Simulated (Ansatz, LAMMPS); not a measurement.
**Convergence of a linear-scaling basis for Na+ TFSI- in fluoroethylene carbonate at 400 K (76 atoms)**

Aim: test how closely localised support functions follow the reference on Na+ TFSI- in fluoroethylene carbonate at 400 K (76 atoms), and at what cost. A setting counts as converged where the r.m.s. difference of forces stays under 1 % of the r.m.s. force.

Calculated with Ansatz 0.2.0; Kohn-Sham DFT, PBEsol, PAW (set soft_2), plane waves.

## Step 1: The starting structure

The cell holds 76 atoms: 1 N, 2 S, 22 O, 20 C, 12 F, 18 H and 1 Na. Cell: a = 9.953 Å, b = 9.953 Å, c = 9.953 Å, α = 90.0°, β = 90.0°, γ = 90.0°. 6 fluoroethylene carbonate, 1 Na+, 1 TFSI- placed at random, at 1.58 g/cm³; overlaps pushed apart, then 10 ps at 550 K with Joung-Cheatham ions (J. Phys. Chem. B 112, 9020 (2008)); MMFF94 bonds, angles, torsions, charges and radii (Halgren, J. Comput. Chem. 17, 490 (1996)) in harmonic and 12-6 forms; charges of ions scaled by 0.8. Snapshot after 30 ps at 400 K and fixed volume.

Before any run, some limits are plain. The network of contacts between molecules at the start is that of the classical potential that made the cell, and needn't be the one that DFT or experiment would give. The functional has no dispersion term, which matters for the binding between molecules or layers. The density was typed from a rule of thumb and may lie off the real one at this temperature. Sampling is at Γ alone, for a cell whose shortest periodic width is 10 Å.

## Step 2: How the cell was made

A classical potential supplies the starting structure, since it reaches far longer times than DFT.

This step: classical MD, Joung-Cheatham ions (J. Phys. Chem. B 112, 9020 (2008)); MMFF94 bonds, angles, torsions, charges and radii (Halgren, J. Comput. Chem. 17, 490 (1996)) in harmonic and 12-6 forms; charges of ions scaled by 0.8 (LAMMPS 22 Jul 2025 - Update 4).

in.lmp reads:

```
# Na+ TFSI- in fluoroethylene carbonate
units real
atom_style full
boundary p p p
bond_style harmonic
angle_style harmonic
dihedral_style opls
improper_style harmonic
special_bonds lj 0 0 0.5 coul 0 0 0.75
read_data data.lmp
neigh_modify delay 0 every 1 check yes one 4000
comm_modify cutoff 12.0
timestep 0.5
thermo_style custom step time temp pe press density
thermo_modify norm yes
# push overlapping molecules apart
pair_style soft 2.6
pair_coeff * * 0.0
variable a equal ramp(1,60)
fix ad all adapt 1 pair soft a * * v_a
velocity all create 550 637701 mom yes dist gaussian
fix lim all nve/limit 0.03
fix lan all langevin 550 550 50 637702 zero yes
thermo 1000
run 3000 post no
unfix ad
pair_style lj/cut/coul/long 9.0
pair_modify mix arithmetic tail yes
pair_coeff 1 1 0.0721 3.5530   # N
pair_coeff 2 2 0.2681 3.4180   # S
pair_coeff 3 3 0.0763 3.0960   # O
pair_coeff 4 4 0.0678 3.3680   # C
pair_coeff 5 5 0.0801 2.5590   # F
pair_coeff 6 6 0.0763 3.0430   # O
# [... 22 lines left out ...]
compute msd all msd com yes
thermo 7500
fix md all nvt temp 400 400 100
run 30000 post no
print "== T400: mean square displacement over the hold $(c_msd[4]:%.2f) A^2"
unfix md
uncompute msd
write_dump all custom T400.dump id type xs ys zs modify sort id
```

Launch:

```console
$ lmp -in in.lmp -log none -nocite
```

Numbers of over 12 decimals in the logs are rounded to 6 here.

Log:

```text
LAMMPS (22 Jul 2025 - Update 4)
Reading data file ...
  orthogonal box = (0 0 0) to (9.95338 9.95338 9.95338)
  76 atoms
  orthogonal box = (0 0 0) to (9.95338 9.95338 9.95338)
  74 bonds
  127 angles
  138 dihedrals
  6 impropers
WARNING: Bond/angle/dihedral extent > half of periodic box length
   Step          Time           Temp          PotEng         Press         Density
         0   0              550            0.77598534     623.21215      1.5819989
      1000   500            629.76692      1.8567634      3108.7366      1.5819989
      2000   1000           492.47488      2.0351592      19435.386      1.5819989
      3000   1500           496.51906      1.8305242      28046.029      1.5819989
WARNING: Bond/angle/dihedral extent > half of periodic box length
Loop time of 0.168014 s on 1 MPI rank(s) for 3000 steps with 76 atoms
PPPM initialization ...
  G vector (1/distance) = 0.29763767
  grid = 6 6 6
  estimated relative force accuracy = 4.3885212e-05
WARNING: Bond/angle/dihedral extent > half of periodic box length
   Step          Time           Temp          PotEng         Press         Density
      3000   1500           496.51906     -1.0229496      20423.157      1.5819989
[... 17 lines left out ...]
Loop time of 0.448179 s on 1 MPI rank(s) for 2000 steps with 76 atoms
WARNING: Bond/angle/dihedral extent > half of periodic box length
   Step          Time           Temp          PotEng         Press         Density
      2000   1000           519.94614     -1.8403441     -4166.5665      1.5819989
[... 5 lines left out ...]
WARNING: Bond/angle/dihedral extent > half of periodic box length
Loop time of 2.39113 s on 1 MPI rank(s) for 10000 steps with 76 atoms
WARNING: Bond/angle/dihedral extent > half of periodic box length
   Step          Time           Temp          PotEng         Press         Density
[... 4 lines left out ...]
WARNING: Bond/angle/dihedral extent > half of periodic box length
Loop time of 1.17012 s on 1 MPI rank(s) for 5000 steps with 76 atoms
WARNING: Bond/angle/dihedral extent > half of periodic box length
   Step          Time           Temp          PotEng         Press         Density
[... 2 lines left out ...]
     30000   29000          363.35807     -2.0934314      486.48235      1.5819989
     37500   36500          448.39472     -2.182128      -5107.5982      1.5819989
     45000   44000          397.64093     -2.3209685     -3593.9145      1.5819989
     47000   46000          437.22276     -2.0592174     -10166.967      1.5819989
WARNING: Bond/angle/dihedral extent > half of periodic box length
Loop time of 6.9488 s on 1 MPI rank(s) for 30000 steps with 76 atoms
== T400: mean square displacement over the hold 9.75 A^2
```

It took 11 s on 1 thread of Arm Neoverse V2, shared host; peak memory 0.12 GiB.

The input also reads data.lmp (atoms, bonds and types; not printed here).

## Step 3: Plane-wave single point

The first run fixes the reference, at a cutoff of 420 eV.

input.yaml reads:

```yaml
crystal:
  lattice:
    - [9.95338, 0.0, 0.0]
    - [0.0, 9.95338, 0.0]
    - [0.0, 0.0, 9.95338]
  atoms:
    - { symbol: "N", position: [0.5734, 0.30149, 0.50645] }
    - { symbol: S, position: [0.6216, 0.44202, 0.45054] }
    - { symbol: O, position: [0.7553, 0.49497, 0.49153] }
    - { symbol: O, position: [0.58959, 0.49287, 0.3172] }
    - { symbol: C, position: [0.51796, 0.53532, 0.55426] }
    - { symbol: F, position: [0.51695, 0.47335, 0.67683] }
    - { symbol: F, position: [0.56005, 0.65721, 0.57639] }
    - { symbol: F, position: [0.38766, 0.54363, 0.50618] }
    - { symbol: S, position: [0.49912, 0.2164, 0.39447] }
    - { symbol: O, position: [0.469, 0.08834, 0.44692] }
    - { symbol: O, position: [0.37647, 0.26633, 0.33149] }
    - { symbol: C, position: [0.622, 0.18314, 0.25701] }
    - { symbol: F, position: [0.75219, 0.19905, 0.29552] }
    - { symbol: F, position: [0.61115, 0.05612, 0.20957] }
    - { symbol: F, position: [0.60095, 0.26667, 0.16264] }
    - { symbol: F, position: [0.14078, 0.1728, 0.72985] }
    - { symbol: C, position: [0.27459, 0.20227, 0.73924] }
    - { symbol: C, position: [0.35614, 0.07436, 0.73316] }
    - { symbol: O, position: [0.31109, 0.01572, 0.85452] }
    - { symbol: C, position: [0.30985, 0.12128, 0.94459] }
    - { symbol: O, position: [0.32293, 0.10471, 0.06419] }
    - { symbol: O, position: [0.29097, 0.24803, 0.87803] }
    - { symbol: H, position: [0.2948, 0.27475, 0.66725] }
    - { symbol: H, position: [0.46553, 0.08444, 0.7154] }
    - { symbol: H, position: [0.32823, 0.01291, 0.6484] }
    - { symbol: F, position: [0.63839, 0.79592, 0.19177] }
    - { symbol: C, position: [0.56041, 0.72221, 0.11376] }
    - { symbol: C, position: [0.64435, 0.62797, 0.04017] }
    - { symbol: O, position: [0.68464, 0.7022, 0.91654] }
    - { symbol: C, position: [0.57978, 0.78969, 0.90106] }
    - { symbol: O, position: [0.55964, 0.83661, 0.78676] }
    - { symbol: O, position: [0.50289, 0.79952, 0.00992] }
    - { symbol: H, position: [0.48842, 0.68729, 0.19128] }
    - { symbol: H, position: [0.59081, 0.54444, 0.99376] }
    - { symbol: H, position: [0.72234, 0.58497, 0.10136] }
    - { symbol: F, position: [0.32306, 0.59115, 0.95017] }
    - { symbol: C, position: [0.19738, 0.59793, 0.00573] }
    - { symbol: C, position: [0.11306, 0.70447, 0.93594] }
    - { symbol: O, position: [0.15786, 0.82473, 0.99734] }
    - { symbol: C, position: [0.21238, 0.78811, 0.12112] }
    - { symbol: O, position: [0.25485, 0.86494, 0.20686] }
    - { symbol: O, position: [0.21772, 0.64928, 0.13465] }
    - { symbol: H, position: [0.14331, 0.50266, 0.01344] }
    - { symbol: H, position: [0.00345, 0.70256, 0.96558] }
    - { symbol: H, position: [0.1373, 0.70463, 0.83017] }
    - { symbol: F, position: [0.73528, 0.04806, 0.59836] }
    - { symbol: C, position: [0.76957, 0.93178, 0.5364] }
    - { symbol: C, position: [0.83751, 0.83461, 0.63155] }
    - { symbol: O, position: [0.97513, 0.88122, 0.62924] }
    - { symbol: C, position: [0.98621, 0.95939, 0.51651] }
    - { symbol: O, position: [0.10185, 0.99367, 0.47119] }
    - { symbol: O, position: [0.8706, 0.97756, 0.45706] }
    - { symbol: H, position: [0.6859, 0.88401, 0.48253] }
    - { symbol: H, position: [0.84326, 0.73155, 0.60348] }
    - { symbol: H, position: [0.80608, 0.83316, 0.73598] }
    - { symbol: F, position: [0.68111, 0.21428, 0.95983] }
    - { symbol: C, position: [0.78543, 0.21784, 0.86963] }
    - { symbol: C, position: [0.85756, 0.08974, 0.86836] }
    - { symbol: O, position: [0.93476, 0.10154, 0.98911] }
    - { symbol: C, position: [0.95711, 0.24062, 0.00364] }
    - { symbol: O, position: [0.02901, 0.28711, 0.09125] }
    - { symbol: O, position: [0.88023, 0.31382, 0.91439] }
    - { symbol: H, position: [0.74628, 0.24264, 0.7656] }
    - { symbol: H, position: [0.91614, 0.08243, 0.77378] }
    - { symbol: H, position: [0.79088, 0.00181, 0.86122] }
    - { symbol: F, position: [0.08588, 0.267, 0.36119] }
    - { symbol: C, position: [0.98758, 0.36621, 0.39736] }
    - { symbol: C, position: [0.04466, 0.49951, 0.37302] }
    - { symbol: O, position: [0.09999, 0.53369, 0.50008] }
    - { symbol: C, position: [0.04501, 0.44523, 0.59365] }
    - { symbol: O, position: [0.07097, 0.45763, 0.71832] }
    - { symbol: O, position: [0.95906, 0.35998, 0.53688] }
    - { symbol: H, position: [0.90169, 0.34839, 0.33761] }
    - { symbol: H, position: [0.97025, 0.58063, 0.34906] }
    - { symbol: H, position: [0.12295, 0.47727, 0.30405] }
    - { symbol: Na, position: [0.24781, 0.07806, 0.27894] }
kpoints:
  mp_grid: { grid: [1, 1, 1] }
hamiltonian:
  xc: pbesol
scf:
  occupations: { method: gaussian, width: 0.025 }
output:
  forces: true
  stress: true
  populations: intrinsic
  dos:
    method: { smearing: { sigma: 0.15 } }
    de: 0.1
    projected: { site_lists: { C: [C], F: [F], H: [H], "N": ["N"], Na: [Na] } }
  eigenvalues: true
  write_density: true
  write_potential: true
  volumetric_format: npy
```

Launch:

```console
$ ansatz run input.yaml --threads 8 --pin off --max-ram 15872MiB --backend cpu --events-out ev --progress --plain --runs-dir out
```

Log:

```text
Engine: ansatz 0.2.0, aarch64-unknown-linux-gnu
Pseudopotentials: kind: paw
Pseudopotential: N, paw, valence charge 5, recommended cutoff 420 eV (normal), N.paw.azcp
Pseudopotential: S, paw, valence charge 6, recommended cutoff 420 eV (normal), S.paw.azcp
Pseudopotential: O, paw, valence charge 6, recommended cutoff 420 eV (normal), O.paw.azcp
Pseudopotential: C, paw, valence charge 4, recommended cutoff 420 eV (normal), C.paw.azcp
Pseudopotential: F, paw, valence charge 7, recommended cutoff 420 eV (normal), F.paw.azcp
Pseudopotential: H, paw, valence charge 1, recommended cutoff 420 eV (normal), H.paw.azcp
Pseudopotential: Na, paw, valence charge 9, recommended cutoff 420 eV (normal), Na.paw.azcp
[... 3 lines on functional and potentials left out ...]
Crystal: 76 atoms, lattice volume = 986.079 Å³
Basis set: ecut = 420 eV, 19309 PW (Γ), exchange–correlation on 144×144×144 points (8 copies of the dense FFT grid, shifted against one another)
Bands: 246, of which v1, the nominal top of the filled ones, is band 170 counted from 1 (169 counted from 0)
Symmetry: 1 space group operations
Space group: P1 (ITA 1), of the structure as read, at distance tolerance 1.0e-4 Å
k-points: 1
[... 21 lines on functional and potentials left out ...]
Initial density: superposition of atomic densities (neutral atoms: chi_scale 0, normalization atom), corrected by the library's trained network
Initial wavefunctions: pseudopotential atomic-orbital guess
Functional: x = pbesol(κ = 0.804, μ = 0.123457), c = pbesol(β = 0.046)
SCF iter   1: F=—  HF=-30760.859234 eV  |F-HF|=—  |Δ(HF+E_count)|=         —  Δρ=8.90e-3  dr2=5.25e-1  ethr=1.77e-3  ⟨swp⟩=6.0  Hψ=1047  notcnv=0  defer=56
preconditioner: auto → Resta (q_TF=auto, 2.285 Å⁻¹)  ε∞=2.5  [insulator: Δε(μ)=5.335 eV  Ē_g=17.518 eV  σ=0.025 eV  W_gap=1.00  n_scr=202 (ndim 8)  ℏωp=21.7 eV  f_vac=0.323  D(μ)=0.00/eV (n_scr^D=0)  ε∞_Penn≈2.5]
SCF iter   2: F=—  HF=-30760.739802 eV  |F-HF|=—  |Δ(HF+E_count)|=   1.19e-1  Δρ=3.55e-3  dr2=9.38e-2  ethr=1.54e-4  ⟨swp⟩=2.0  Hψ=416  notcnv=0  defer=66
SCF iter   3: F=—  HF=-30760.730875 eV  |F-HF|=—  |Δ(HF+E_count)|=   8.93e-3  Δρ=1.67e-3  dr2=2.59e-2  ethr=2.76e-5  ⟨swp⟩=3.0  Hψ=324  notcnv=0  defer=66
SCF iter   4: F=—  HF=-30760.729496 eV  |F-HF|=—  |Δ(HF+E_count)|=   1.38e-3  Δρ=6.44e-4  dr2=4.67e-3  ethr=7.63e-6  ⟨swp⟩=2.0  Hψ=340  notcnv=0  defer=66
SCF iter   5: F=—  HF=-30760.729160 eV  |F-HF|=—  |Δ(HF+E_count)|=   3.36e-4  Δρ=2.86e-4  dr2=9.58e-4  ethr=1.37e-6  ⟨swp⟩=2.0  Hψ=340  notcnv=0  defer=66
SCF iter   6: F=—  HF=-30760.729247 eV  |F-HF|=—  |Δ(HF+E_count)|=   8.71e-5  Δρ=1.13e-4  dr2=1.74e-4  ethr=2.82e-7  ⟨swp⟩=2.0  Hψ=330  notcnv=0  defer=66
SCF iter   7: F=—  HF=-30760.729273 eV  |F-HF|=—  |Δ(HF+E_count)|=   2.61e-5  Δρ=5.62e-5  dr2=3.07e-5  ethr=5.11e-8  ⟨swp⟩=2.0  Hψ=325  notcnv=0  defer=66
SCF iter   8: F=—  HF=-30760.730524 eV  |F-HF|=—  |Δ(HF+E_count)|=   1.25e-3  Δρ=1.92e-5  dr2=3.45e-6  ethr=9.02e-9  ⟨swp⟩=2.0  Hψ=382  notcnv=0  defer=66
SCF iter   9: F=—  HF=-30760.730526 eV  |F-HF|=—  |Δ(HF+E_count)|=   1.56e-6  Δρ=9.95e-6  dr2=8.97e-7  ethr=1.01e-9  ⟨swp⟩=2.0  Hψ=330  notcnv=0  defer=66
SCF iter  10: F=—  HF=-30760.730526 eV  |F-HF|=—  |Δ(HF+E_count)|=   4.77e-8  Δρ=4.00e-6  dr2=1.59e-7  ethr=2.64e-10  ⟨swp⟩=2.0  Hψ=348  notcnv=0  defer=66
SCF iter  11: F=-30760.730526 eV  HF=-30760.730526 eV  |F-HF|=1.54e-9  |Δ(HF+E_count)|=   2.05e-8  Δρ=1.23e-6  dr2=1.78e-8  ethr=2.94e-11  ⟨swp⟩=20.0  Hψ=2041  notcnv=0
SCF 1 converged in 11 iterations: F = -30760.730526 eV  dr2 = 1.78e-8
  greatest PAW one-centre occupation: 0.999 electrons in one spin orbital (limit 2), on the Na atom at site 75 (counted from 0), in its partial waves of l = 0
WARN: The input density's exchange-correlation potential varies sharply where the density is thin. Do not read a vacuum level from v_tot or v_xc, or from such a field of the output density. On a cell that repeats whose density bears no net charge and no dipole along the vacuum's axis use v_es (v_loc + v_h of the components); [...]
SCF converged after 11 iterations
Free energy (F): -30760.730526 eV
Harris-Foulkes:  -30760.730526 eV  (|F-HF|=1.54e-9)
Internal energy: -30760.730526 eV  (E = F + TS)
E sigma→0 (E₀):  -30760.730526 eV
Fermi energy:    1.902720 eV
--- Per-component energies (eV) ---
  E_band       = -3298.064129
  E_kinetic    = 8845.196631
  E_local      = -34655.738946  (includes V_loc(G=0)·N_el)
  E_nonlocal   = 2735.347159
  E_hartree    = 13247.296188
  E_xc         = -3917.755438
  E_vxc        = -4923.137408  (∫ρ·V_xc dr)
  E_paw        = -9138.288068  (= ΣΔE_a)
  E_vpaw       = -1794.378832  (= ΣTr[D̂ρ^β])
  E_aug_tail   = 0.054114  (compensation charges beyond the density's cutoff)
  E_ewald      = -7878.756513
  E_core_change = 1.914347  (= ΣΔE_core)
  E_smearing   = -0.000000  (= −TS)
  E_closure    = -0.000000  (closes the sum)
  Σ components = -30760.730526   (vs F -30760.730526, Δ=0.00e0)
--- Forces (eV/Å), atoms counted from 1 ---
  atom   1  N      0.66591798    -0.51520964    -1.33878506
  atom   2  S      2.84456597     3.69393498    -0.48703658
  atom   3  O     -1.55234091    -1.71152573     0.03492768
  atom   4  O     -0.45450458    -1.31245666    -0.43043247
  atom   5  C     -2.84095748     0.64288604     2.12636140
  atom   6  F     -0.48289923     0.29488435    -0.12893544
  atom   7  F      0.35937639     1.19543201    -0.33014322
  atom   8  F      1.30391480    -0.34267840     0.54549410
  atom   9  S     -1.57742247    -0.20756992    -0.95525900
  atom  10  O      0.30114081    -3.02642430     1.67094505
  atom  11  O      0.97078061     1.38998542    -0.21995516
  atom  12  C      1.13489583    -1.20589176     0.27931449
  atom  13  F     -0.34205407    -0.20740380     0.46621100
  atom  14  F     -0.28725721     0.63198579     0.56246663
[...]
atom  75  H      1.02156820     0.69945940    -1.16896167
  atom  76  Na    -0.27501787     0.08288562     0.24632336
  max |Σ_I F_I| component: 1.06e-4 eV/Å
--- Stress (GPa, compression-positive) ---
        0.579209      -0.039760      -0.211890
       -0.039759       1.987260       0.623637
       -0.211890       0.623637      -0.470873
  P = ⅓ Tr σ = 0.6985 GPa (6.985 kbar)
--- Band table (eV) ---
  k-point 0: bands = ["-49.0065", "-27.8314", "-27.1764", "-25.7784", [... 230 levels ...], "10.3964", "10.5563", "10.6042", "10.6579", "10.7054", "10.7571", "10.8191", "10.8886", "10.9376", "11.0085", "11.1676", "11.2057"]
--- intrinsic populations: 76 sites ---
  site symbol       q [e]
     0      N      6.0218
     1      S      3.9005
     2      O      6.9050
[...]
75     Na      8.2285
  spilling = -0.000000 (of n_electrons = 340.000000)
```

Run time: 5 s. Hardware: 8 threads of Arm Neoverse V2, shared host; peak memory 1.2 GiB; 34 s of CPU time.

The column dr2 measures how far the density is from self-consistency, as an energy; F and HF (Harris–Foulkes) agree once it is small.

The program notes that the exchange-correlation potential is rough where the density is thin.

Numbers from this run:

| Item | Value |
| --- | --- |
| free energy | -30760.7305 eV |
| free energy per atom | -404.7465 eV/atom |
| SCF cycles | 11 |
| pressure | 0.6985 GPa |
| r.m.s. force component | 1.247 eV/Å |
| longest force | 6.38 eV/Å |
| Fermi energy | 1.903 eV |
| gap (highest filled to lowest empty level) | 5.189 eV |

Length of the force by element:

| element | coordination | atoms | mean length of the force (eV/Å) | spread | least | most |
| --- | --- | --- | --- | --- | --- | --- |
| C | all | 20 | 2.15 | 1.54 | 0.235 | 6.38 |
| F | all | 12 | 1.31 | 0.745 | 0.580 | 3.07 |
| H | all | 18 | 1.11 | 0.455 | 0.588 | 2.47 |
| N | all | 1 | 1.58 | 0 | 1.58 | 1.58 |
| Na | all | 1 | 0.378 | 0 | 0.378 | 0.378 |
| O | all | 22 | 2.26 | 0.978 | 0.974 | 4.72 |
| S | all | 2 | 3.27 | 1.42 | 1.86 | 4.69 |

Intrinsic-atomic-orbital charges by element:

| element | coordination | atoms | mean charge (e) | spread | least | most |
| --- | --- | --- | --- | --- | --- | --- |
| C | all | 20 | 0.284 | 0.333 | -0.201 | 0.653 |
| F | all | 12 | -0.280 | 0.0322 | -0.321 | -0.204 |
| H | all | 18 | 0.219 | 0.0159 | 0.192 | 0.244 |
| N | all | 1 | -1.02 | 0 | -1.02 | -1.02 |
| Na | all | 1 | 0.771 | 0 | 0.771 | 0.771 |
| O | all | 22 | -0.465 | 0.220 | -0.934 | -0.273 |
| S | all | 2 | 2.10 | 0.0051 | 2.10 | 2.11 |

Density of states as counts of states in windows of 1 eV (from the Fermi level), total and the larger projections:

| from (eV) | to (eV) | total | C p | F p | H s | C s |
| --- | --- | --- | --- | --- | --- | --- |
| -18 | -16 | 0.0 | 0.0 | 0.0 | 0.0 | 0.0 |
| -16 | -15 | 12.0 | 1.4 | 0.6 | 1.1 | 4.7 |
| -15 | -14 | 4.0 | 0.4 | 0.8 | 0.3 | 1.3 |
| -14 | -13 | 5.2 | 1.1 | 0.5 | 0.4 | 0.9 |
| -13 | -12 | 9.8 | 2.1 | 1.2 | 0.7 | 1.7 |
| -12 | -11 | 16.3 | 4.1 | 3.7 | 0.1 | 1.0 |
| -11 | -10 | 17.3 | 4.9 | 6.7 | 0.6 | 0.3 |
| -10 | -9 | 16.0 | 5.1 | 3.3 | 1.2 | 0.3 |
| -9 | -8 | 21.2 | 6.1 | 2.6 | 2.2 | 0.6 |
| -8 | -7 | 32.8 | 6.0 | 11.2 | 1.5 | 0.4 |
| -7 | -6 | 26.1 | 3.5 | 11.2 | 1.1 | 0.2 |
| -6 | -5 | 35.6 | 3.6 | 14.4 | 1.2 | 0.3 |
| -5 | -4 | 27.3 | 4.0 | 6.2 | 1.5 | 0.3 |
| -4 | -3 | 27.4 | 1.7 | 1.7 | 1.0 | 0.2 |
| -3 | -2 | 11.0 | 0.4 | 0.2 | 0.2 | 0.0 |
| -2 | 2 | 0.0 | 0.0 | 0.0 | 0.0 | 0.0 |
| 2 | 3 | 11.7 | 5.1 | 0.1 | 0.4 | 0.2 |
| 3 | 4 | 10.1 | 2.9 | 0.3 | 0.7 | 0.4 |
| 4 | 5 | 18.7 | 5.3 | 0.8 | 2.2 | 1.5 |

Between -26 and -18 eV lie 52 more states.

The stored curve holds about 314 of the 340 electrons; the rest, give or take the few that broadening carries across the Fermi level, lie in deeper levels below its range.

Not all projections were asked for or kept, so they needn't add up to the total.

The levels nearest the highest filled one (over half full), pooled over k-points and spins:

| level less the highest filled one (eV) | occupation |
| --- | --- |
| -0.392 | 2 |
| -0.321 | 2 |
| -0.243 | 2 |
| -0.233 | 2 |
| -0.121 | 2 |
| 0 | 2 |
| 5.19 | 0 |
| 5.26 | 0 |
| 5.37 | 0 |
| 5.42 | 0 |
| 5.49 | 0 |
| 5.51 | 0 |

(Part 1 of 2 ends here.)

[Logs are printed without paths, hosts, clocks, repeated set-up lines and the standing remarks that a program may print on its own settings, such as how far it seeks lower states.]

[Hosts, paths, dates, database ids (printed as entryN), source tags and the programs' standing remarks are cut or masked in the printed files.]

[The MMFF94 radii named for the starting cell were scaled by 0.96; in molecules described by MMFF94, hydrogen bound to N, O or S took a small fixed 12-6 site in their place.]
